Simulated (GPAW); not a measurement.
# SrTiO3 (Pm-3m): G0W0 with GPAW, start to end, part 2 of 2

Aim: the G0W0 gap of SrTiO3 (Pm-3m) on PBE, step by step.

GPAW 26.7.0; PBE and many-body steps on it, plane waves. Known limits of the many-body steps: not at the basis limit; no spin-orbit coupling; coarse k mesh.

So far. Step 3 (Bands along the symmetry lines): The gap is 1.901 eV, as in the run before at this level. Step 4 (Empty states on the mesh, 4×4×4 mesh, 89 bands): On this mesh the gap is 1.901 eV.

## Step 5: Screening and self-energy, 4×4×4 mesh, 79 bands, screening to 70 eV

G0W0 replaces the xc potential by the self-energy, built once from these orbitals. Only a window of levels is corrected, while the sums run over the empty bands that the input names.

This step: G0W0 on PBE, plane waves, PAW.

Contents of run.py:

```python
import json
import numpy as np
from gpaw.mpi import world
from gpaw.response.g0w0 import G0W0

gw = G0W0('full.gpw',
    filename='gw',
    kpts=[0, 9],
    bands=(18, 22),
    ecut=70,
    nbands=79,
    integrate_gamma='WS',
    ppa=True)
gw.calculate()
res = {mode: {k: v for k, v in r.items() if k != 'sigma_eskwn'}
       for mode, r in gw.all_results.items()}

if world.rank == 0:
    with open('result.json', 'w') as f:
        json.dump(res, f, default=lambda x: x.tolist())
```

Run with:

```sh
$ mpirun -n 4 gpaw python run.py
```

Numbers of over 12 decimals in the logs are rounded to 6 here.

Log:

```text
Using integrator: PointIntegrator
FrequencyGridDescriptor(from 0.000+0.000j to 0.000+27.211j eV, 2 points)
Nonperiodic BCs:  [False False False]
Using integrator: PointIntegrator
FrequencyGridDescriptor(from 0.000+0.000j to 0.000+27.211j eV, 2 points)
Nonperiodic BCs:  [False False False]
  ___  _ _ _
 |   || | | |
 | | || | | |
 |__ ||_____|
 |___|

BZ k-points: Symmetries present (total): 48

  [... matrices ...]
64 k-points: 4 x 4 x 4 Monkhorst-Pack grid + [1/8,1/8,1/8]
10 k-points in the irreducible part of the Brillouin zone
       k-points in crystal coordinates                weights
   0:     0.00000000    0.00000000    0.00000000          1/64
   1:     0.25000000    0.00000000    0.00000000          6/64
   2:     0.25000000    0.25000000    0.00000000         12/64
   3:     0.25000000    0.25000000    0.25000000          8/64
   4:     0.50000000    0.00000000    0.00000000          3/64
   5:     0.50000000    0.25000000    0.00000000         12/64
   6:     0.50000000    0.25000000    0.25000000         12/64
   7:     0.50000000    0.50000000    0.00000000          3/64
   8:     0.50000000    0.50000000    0.25000000          6/64
   9:     0.50000000    0.50000000    0.50000000          1/64

Distributing spins, k-points and bands (1 x 2 x 4) over 4 processes
Number of blocks: 1

Quasi particle states:
k-points (IBZ indices): [0, 9]
Band range: (18, 22)
  [... matrices ...]
Computational parameters:
Plane wave cut-off: 70 eV
Number of bands: 79
Coulomb cutoff: None
Broadening: 0.1 eV

fxc modes: GW
Kernel: RPA
Using Godby-Needs plasmon-pole approximation:
  Fitting energy: i*E0, E0 = 1.000 Hartree
Summing all q:

Calculating screened Coulomb potential
No Coulomb truncation
FrequencyGridDescriptor(from 0.000+0.000j to 0.000+27.211j eV, 2 points)
Removing empty qpoint cache files...

Calculating chi0 body with:
    Ground state adapter containing:
    Number of spins: 1
    Number of kpoints: 64
    Number of irreducible kpoints: 10
    Number of completely occupied states: 20
    Number of partially occupied states: 20
    Occupied states memory: 4.21875 M / cpu

    Linear response parametrization:
    q_c: [0.0, 0.0, 0.0]
    Number of frequency points: 2
    Planewave cutoff: 70.0
    Number of bands: 79
    Number of planewaves: 81
    Broadening (eta): 1e-06
    comm.size: 4
    kncomm.size: 4
    blockcomm.size: 1

    Memory estimate of potentially large arrays:
        chi0_wGG: 0.200226 M / cpu
Integrating chi0 body.

Symmetries of q_c:
    Direct symmetries (Uq -> q): 48
    Indirect symmetries (TUq -> q): 0
In total 48 allowed symmetries.

  [... matrices ...]
10 groups of equivalent kpoints. 84.375% reduction.

Integral kind: response function
Integrating chi0 head and wings.

Symmetries of q_c:
    Direct symmetries (Uq -> q): 48
    Indirect symmetries (TUq -> q): 0
In total 48 allowed symmetries.

  [... matrices ...]
10 groups of equivalent kpoints. 84.375% reduction.

Integral kind: response function wings

Calculating chi0 body with:
    Ground state adapter containing:
    Number of spins: 1
    Number of kpoints: 64
    Number of irreducible kpoints: 10
    Number of completely occupied states: 20
    Number of partially occupied states: 20
    Occupied states memory: 4.21875 M / cpu

    Linear response parametrization:
[... the further q-points ...]

Results:
f:      Occupation numbers
eps:     KS-eigenvalues [eV]
vxc:     KS vxc [eV]
exx:     Exact exchange [eV]
sigma:   Self-energies [eV]
dsigma:  Self-energy derivatives
Z:       Renormalization factors
qp:      QP-energies [eV]

k-point 0 (0): (0.000, 0.000, 0.000)                GW
band       f     eps     vxc     exx   sigma  dsigma       Z      qp
                                                                   GW
  18   1.000   6.196 -21.536 -26.320   4.892  -0.295   0.772   6.280
  19   1.000   6.196 -21.536 -26.320   4.892  -0.295   0.772   6.280
  20   0.000   8.446 -20.286 -12.644  -5.236  -0.286   0.778  10.318
  21   0.000   8.446 -20.286 -12.644  -5.235  -0.286   0.778  10.318

k-point 1 (9): (0.500, 0.500, 0.500)                GW
band       f     eps     vxc     exx   sigma  dsigma       Z      qp
                                                                   GW
  18   1.000   6.545 -21.039 -26.052   5.070  -0.302   0.768   6.590
  19   1.000   6.545 -21.039 -26.052   5.070  -0.302   0.768   6.590
  20   0.000  11.051 -23.837 -14.502  -6.348  -0.392   0.719  13.198
  21   0.000  11.051 -23.837 -14.502  -6.347  -0.392   0.719  13.198
```

The job ended after 22 s (4 MPI ranks of Arm Neoverse V2, shared host; peak memory 1.6 GiB; 89 s of CPU time).

Numbers from this step:

| Quantity | Value |
| --- | --- |
| G0W0 gap on the points computed | 3.728 eV |
| least direct G0W0 gap on the computed points | 4.038 eV |
| Z at the valence top | 0.7679 |
| Z at the conduction bottom | 0.7779 |
| starting gap on the mesh | 1.901 eV |
| k of the valence top | 0.5, 0.5, 0.5 |
| k of the conduction bottom | 0, 0, 0 |

The gap on the mesh goes from 1.90 eV to 3.73 eV, a correction of +1.83 eV.

Limits: finite bands, cutoff and mesh; no spin-orbit coupling; coarse k mesh. v1 is the top filled band, c1 the lowest empty one. Levels before and after the correction, in eV, zero at the valence-band top of each column:

```
           conduction bottom  valence top
Kohn-Sham               1.90         0.00
     G0W0               3.73         0.00
```

```csv
,level,energy (eV)
Kohn-Sham,Γ v2-v1,-0.349
Kohn-Sham,Γ c1-c2,1.901
Kohn-Sham,(0.5 0.5 0.5) v2-v1,0.000
Kohn-Sham,(0.5 0.5 0.5) c1-c2,4.506
G0W0,Γ v2-v1,-0.310
G0W0,Γ c1-c2,3.728
G0W0,(0.5 0.5 0.5) v2-v1,0.000
G0W0,(0.5 0.5 0.5) c1-c2,6.608
```

## Step 6: Where the time went

Times are wall times on 4 MPI ranks of Arm Neoverse V2, shared host, good to a factor of about two.

| step | time | share | memory (GiB) |
| --- | --- | --- | --- |
| ground state | 8.4 s | 15 % | 0.84 |
| bands along the symmetry lines | 11 s | 20 % | 0.92 |
| empty states on the mesh | 13 s | 24 % | 0.83 |
| screening and self-energy | 22 s | 41 % | 1.6 |

## Step 7: Results

```
PBE gap              : 1.90 eV, indirect
G0W0 gap on the mesh : 3.73 eV
GW settings          : 4×4×4 mesh, 79 bands, screening to 70 eV, Godby-Needs plasmon pole
known limits         : not at the basis limit; no spin-orbit coupling; coarse k mesh
```

**Reading.** G0W0 moves the gap on the mesh from 1.90 eV to 3.73 eV (+1.83 eV), with Z of 0.77 and 0.78 at the edges. Only 2 of the mesh's irreducible points were corrected, so a valley elsewhere could overtake. The dearest step here is «screening and self-energy». Against experiment, by G0W0@PBE: the direct gap of 4.04 eV lies +0.27 eV from the measured 3.77 eV (direct, 300 K, 2013). An exciton line or allowed optical edge lies below the quasiparticle gap by the binding energy; a forbidden edge can push the onset above it. The calculation has static nuclei and no excitons; a measured gap holds zero-point and thermal motion, which mostly lowers it. Bands and cutoff are finite, so the gap is not at the basis limit. The miss can reach some tenths of an eV and take either sign; the mesh is an error of its own. These stock PAW sets were not made for GW. In the G0W0 run levels were corrected at 2 k points alone, so a gap called «on the mesh» is the least over those, and an edge elsewhere would be missed. The 4×4×4 mesh is coarse for this cell, which bears on the long-range parts of exchange and screening. This is the ideal cubic cell; many perovskites, halides above all, are cubic only on average, and local tilts or off-centring can widen the gap. The many-body steps are scalar-relativistic: spin-orbit coupling is not in them.

[Paths, hosts, dates, memory and timing lines, banners, echoed tables and standing remarks are left out of the program output.]

[Logs are printed without paths, hosts, clocks, repeated set-up lines and the standing remarks that a program may print on its own settings, such as how far it seeks lower states.]

[Runs of the session that timed out or met a known fault of the program may be left out.]

[Hosts, paths, dates, database ids (printed as entryN), source tags and the programs' standing remarks are cut or masked in the printed files.]
